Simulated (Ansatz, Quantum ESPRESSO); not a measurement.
# Work function of Ba(100), 5 layers, one monolayer of Au on top sites, part 7 of 7

How much energy does it take to lift an electron out of Ba(100), 5 layers, one monolayer of Au on top sites, and how far do the settings matter?

Quantum ESPRESSO 7.5; plane-wave DFT, PBE, GBRV ultrasoft pseudopotentials; geometry and cross-check by Ansatz 0.2.0 with PAW datasets.

So far. Step 10 (SCF with pw.x: LDA, GBRV ultrasoft): The upper face goes from 5.341 eV (PBE, GBRV) to 5.617 eV, a change of +0.276 eV. Step 11 (Self-consistent run: RPBE, GBRV ultrasoft): The upper face goes from 5.341 eV (PBE, GBRV) to 5.223 eV, a change of -0.117 eV.

### Step 13. Self-consistent run, with smearing = mp and degauss = 0.05

A sensitivity test on the input.

Level of this step: plane-wave DFT, PBE, GBRV ultrasoft pseudopotentials (Quantum ESPRESSO 7.5).

The input, esm.w0.in:

```
&control
  prefix = 'esm.w0'
  outdir = './out'
  pseudo_dir = './pseudo'
  calculation = 'scf'
  tprnfor = .true.
/
&system
  ibrav = 0
  nat = 6
  ntyp = 2
  ecutwfc = 40
  ecutrho = 200
  occupations = 'smearing'
  smearing = 'mp'
  degauss = 0.05
  assume_isolated = 'esm'
  esm_bc = 'bc1'
/
&electrons
  conv_thr = 1e-07
  mixing_beta = 0.4
  electron_maxstep = 120
  mixing_mode = 'local-TF'
/
ATOMIC_SPECIES
  Ba  137.3270  ba_pbe_v1.uspp.F.UPF
  Au  196.9666  au_pbe_v1.uspp.F.UPF
CELL_PARAMETERS angstrom
  5.02000000000000 0.00000000000000 0.00000000000000
  0.00000000000000 5.02000000000000 0.00000000000000
  0.00000000000000 0.00000000000000 29.04000000000000
ATOMIC_POSITIONS crystal
  Ba  0.000000000000 0.000000000000 -0.234529297158
  Ba  0.500000000000 0.500000000000 -0.148096790258
  Ba  0.000000000000 0.000000000000 -0.061664283358
  Ba  0.500000000000 0.500000000000 0.026960693908
  Ba  0.000000000000 0.000000000000 0.137987995220
  Au  0.000000000000 0.000000000000 0.234529297158
K_POINTS automatic
  6 6 1 0 0 0
```

Run with:

```sh
> OMP_NUM_THREADS=1 mpirun -n 4 pw.x -nk 2 -in esm.w0.in > esm.w0.out
```

The program printed:

```text
[banner, memory and clock lines left out]
Program PWSCF v.7.5 starts
[citation notice left out]

[...]
Message from routine setup:
[...]
bravais-lattice index     =            0
     lattice parameter (alat)  =       9.4864  a.u.
     unit-cell volume          =    4938.5636 (a.u.)^3
     number of atoms/cell      =            6
     number of atomic types    =            2
     number of electrons       =        61.00
     number of Kohn-Sham states=           37
     kinetic-energy cutoff     =      40.0000  Ry
     charge density cutoff     =     200.0000  Ry
     scf convergence threshold =      1.0E-07
     mixing beta               =       0.4000
     number of iterations used =            8  local-TF  mixing
     Exchange-correlation= SLA  PW   PBE  PBE
                           (   1   4   3   4   0   0   0)

     Effective Screening Medium Method
     Boundary Conditions: Vacuum-Slab-Vacuum
     total charge in unit cell        =   0.0000
     grid points for fit at edges     =        4

[...]
PseudoPot. # 1 for Ba read from file:
     ./pseudo/ba_pbe_v1.uspp.F.UPF
     Pseudo is Ultrasoft + core correction, Zval = 10.0
     Generated by new atomic code, or converted to UPF format
     Using radial grid of  907 points,  7 beta functions with:
                l(1) =   0
                l(2) =   0
                l(3) =   1
                l(4) =   1
                l(5) =   2
                l(6) =   2
                l(7) =   3
     Q(r) pseudized with  6 coefficients,  rinner =    1.700   1.700   1.700
                                                       1.700   1.700   1.700
                                                       1.700

     PseudoPot. # 2 for Au read from file:
     ./pseudo/au_pbe_v1.uspp.F.UPF
     Pseudo is Ultrasoft + core correction, Zval = 11.0
     Generated by new atomic code, or converted to UPF format
     Using radial grid of  985 points,  7 beta functions with:
                l(1) =   0
                l(2) =   0
                l(3) =   1
                l(4) =   1
                l(5) =   2
                l(6) =   2
                l(7) =   3
     Q(r) pseudized with  6 coefficients,  rinner =    1.900   1.900   1.900
                                                       1.900   1.900   1.900
                                                       1.900

     atomic species   valence    mass     pseudopotential
     Ba               10.00   137.32700     Ba( 1.00)
     Au               11.00   196.96660     Au( 1.00)

      8 Sym. Ops. (no inversion) found

[...]
number of k points=    10  Methfessel-Paxton smearing, width (Ry)=  0.0500
[...]
Dense  grid:   236071 G-vectors     FFT dimensions: (  45,  45, 250)

     Smooth grid:   168565 G-vectors     FFT dimensions: (  40,  40, 225)

     Check: negative core charge=   -0.000003

     Initial potential from superposition of free atoms

     starting charge      60.9249, renormalised to      61.0000

     negative rho (up, down):  4.764E-01 0.000E+00
     Starting wfcs are   74 randomized atomic wfcs

     per-process dynamical memory:   141.5 Mb

     Self-consistent Calculation

     iteration #  1     ecut=    40.00 Ry     beta= 0.40
     Davidson diagonalization with overlap
     ethr =  1.00E-02,  avg # of iterations =  1.1

     negative rho (up, down):  4.645E-01 0.000E+00

     total energy              =    -466.21946418 Ry
     estimated scf accuracy    <       1.24330899 Ry

     iteration #  2     ecut=    40.00 Ry     beta= 0.40
[...]
negative rho (up, down):  4.421E-01 0.000E+00

[...]
total energy              =    -466.17284672 Ry
     estimated scf accuracy    <       0.61533328 Ry

     iteration #  3     ecut=    40.00 Ry     beta= 0.40
[...]
negative rho (up, down):  4.460E-01 0.000E+00

[...]
total energy              =    -466.19756863 Ry
     estimated scf accuracy    <       0.04900415 Ry

     iteration #  4     ecut=    40.00 Ry     beta= 0.40
[...]
c_bands:  2 eigenvalues not converged
[...]
negative rho (up, down):  4.447E-01 0.000E+00

[...]
total energy              =    -466.24849304 Ry
     estimated scf accuracy    <       0.11348330 Ry

     iteration #  5     ecut=    40.00 Ry     beta= 0.40
[...]
negative rho (up, down):  4.442E-01 0.000E+00

[...]
total energy              =    -466.24684510 Ry
     estimated scf accuracy    <       0.08073655 Ry

     iteration #  6     ecut=    40.00 Ry     beta= 0.40
[...]
negative rho (up, down):  4.428E-01 0.000E+00

[...]
total energy              =    -466.24945446 Ry
     estimated scf accuracy    <       0.02918292 Ry

[...]
iteration # 44     ecut=    40.00 Ry     beta= 0.40
[...]
negative rho (up, down):  4.425E-01 0.000E+00

[...]
total energy              =    -466.25354981 Ry
     estimated scf accuracy    <       0.00000025 Ry

     iteration # 45     ecut=    40.00 Ry     beta= 0.40
[...]
negative rho (up, down):  4.425E-01 0.000E+00

[...]
total energy              =    -466.25354303 Ry
     estimated scf accuracy    <       0.00000017 Ry

     iteration # 46     ecut=    40.00 Ry     beta= 0.40
[...]
negative rho (up, down):  4.426E-01 0.000E+00

[...]
total energy              =    -466.25353805 Ry
     estimated scf accuracy    <       0.00000015 Ry

     iteration # 47     ecut=    40.00 Ry     beta= 0.40
[...]
negative rho (up, down):  4.426E-01 0.000E+00

[...]
End of self-consistent calculation

          k = 0.0000 0.0000 0.0000 ( 21211 PWs)   bands (ev):

   -33.3739 -33.0150 -32.8148 -32.7462 -32.7081 -18.5777 -18.4663 -18.4663
   -18.2145 -18.1629 -18.1629 -18.0355 -17.9711 -17.9711 -17.9546 -17.9546
   -17.9023 -17.8565 -17.7934 -17.7934  -6.5090  -6.3523  -6.2951  -6.2951
    -5.9074  -5.8742  -5.8002  -5.3475  -4.7637  -4.3312  -4.2621  -4.1627
    -3.7640  -3.1369  -3.0575  -2.2012  -2.2007

          k = 0.0000 0.1667 0.0000 ( 21161 PWs)   bands (ev):

   -33.3732 -33.0140 -32.8136 -32.7456 -32.7083 -18.5782 -18.4878 -18.4625
   -18.2189 -18.1933 -18.1548 -18.0273 -17.9943 -17.9755 -17.9665 -17.9542
   -17.8968 -17.8432 -17.8062 -17.8031  -6.4515  -6.3096  -6.2939  -6.1663
    -5.8932  -5.8079  -5.6918  -5.2195  -4.6641  -4.2348  -4.1076  -4.0157
    -3.6874  -3.1840  -3.0485  -2.6521  -2.5389

[...]
the Fermi energy is    -3.8812 ev

!    total energy              =    -466.25353457 Ry
     estimated scf accuracy    <       0.00000008 Ry
     smearing contrib. (-TS)   =      -0.00451404 Ry
     internal energy E=F+TS    =    -466.24902052 Ry

     The total energy is F=E-TS. E is the sum of the following terms:
     one-electron contribution =    5260.65515766 Ry
     hartree contribution      =   -2631.28361678 Ry
     xc contribution           =    -200.00739068 Ry
     ewald contribution        =   -2895.61317072 Ry

     convergence has been achieved in  47 iterations

     negative rho (up, down):  4.426E-01 0.000E+00

     Forces acting on atoms (cartesian axes, Ry/au):

     atom    1 type  1   force =     0.00000000    0.00000000   -0.00285873
     atom    2 type  1   force =     0.00000000    0.00000000    0.00574524
     atom    3 type  1   force =     0.00000000    0.00000000   -0.00236495
     atom    4 type  1   force =     0.00000000    0.00000000   -0.00008793
     atom    5 type  1   force =     0.00000000    0.00000000   -0.00206606
     atom    6 type  2   force =     0.00000000    0.00000000    0.00178716

     Total force =     0.007365     Total SCF correction =     0.001021
     SCF correction compared to forces is large: reduce conv_thr to get better values

[...]
```

It took 8.3 min on 4 MPI ranks of Intel Xeon Platinum 8259CL at 2.50GHz (Skylake/Cascade Lake), shared host; peak memory 2 GiB; 33 min of CPU time.

The changed values were drawn from a wide range, not chosen for quality; the comparison shows what they did here together.

Beside the run it was changed from:

```csv
quantity,this run,unchanged run,difference
"vacuum line at the upper end of the cell, over the Fermi level (eV)",5.418,5.341,0.077
"vacuum line at the lower end of the cell, over the Fermi level (eV)",2.344,2.350,-0.0057
free energy (eV),-6343.703,-6343.715,0.012
wall time (s),501,377,
SCF iterations,47,38,
```

The free energy moves by +2 meV an atom.

The free energy holds the smearing's entropy term, so it moves with degauss by construction.

Levels move by up to 77 meV, so the change matters at the level of the results.

### Step 14. The arithmetic

In the first self-consistent run, on its own zero, the Fermi level is 0.922 eV and the upper vacuum level 6.253 eV: φ = 6.253 − (0.922) = 5.331 eV.

The dipole of -1.9844 D is -0.4131 e Å (1 D = 0.20819 e Å). A dipole layer steps the potential by e p/(ε₀A), with e/ε₀ = 180.95 V Å: 180.95 × 0.4131 / 25.200 = 2.967 eV, against 2.969 eV between the two work functions.

### Step 15. Outcome

```
work function of the covered face, PBE, GBRV : 5.33 eV
work function of the bare face, PBE, GBRV    : 2.36 eV
covered face by ESM                          : 5.34 eV
dipole along the normal                      : -0.413 e·Å
covered face by Ansatz                       : 5.34 eV
```

**Reading.** At the first level (PBE, GBRV ultrasoft) the work function comes to 5.33 eV on the upper face and 2.36 eV on the lower. The Au layer ends 2.80 Å above the top metal plane and raises the work function by 2.97 eV against the bare face. This is the step −180.95 p/A = +2.97 eV of the slab's dipole p = -0.4131 e Å, which the dipole correction builds in. The bare face is held at bulk positions, so it is no relaxed clean surface. ESM differs from the periodic treatment by +10 meV on the upper face and -12 meV on the lower. Over the levels tried the upper face spans 5.22 eV (QE RPBE GBRV ultrasoft, ESM bc1) to 5.62 eV (QE LDA GBRV ultrasoft, ESM bc1). Quantum ESPRESSO and Ansatz give 5.33 and 5.34 eV for the upper face, which agree. Ansatz ran with Fermi-Dirac smearing of 0.1 eV against cold smearing of 0.02 Ry, which alone can move a level by some tens of meV. With 6×6 points and so few layers the values hold to some 0.05 to 0.1 eV. The slab is cut at a tabulated measured bulk lattice constant, given to two decimals. A full 1×1 monolayer may not be the stable structure at this coverage. Spin-orbit coupling is left out; depending on the atoms that carry the levels of interest, it can split and shift them by tenths of an eV to an eV or more.

[Logs are printed without paths, hosts, clocks, repeated set-up lines and the standing remarks that a program may print on its own settings, such as how far it seeks lower states.]

[Hosts, paths, dates, database ids (printed as entryN), source tags and the programs' standing remarks are cut or masked in the printed files.]

[Maps of the electrostatic potential energy from Ansatz leave out the sawtooth potential of an applied field or a dipole correction, so their vacuum need not be flat; planar profiles and work functions include it.]
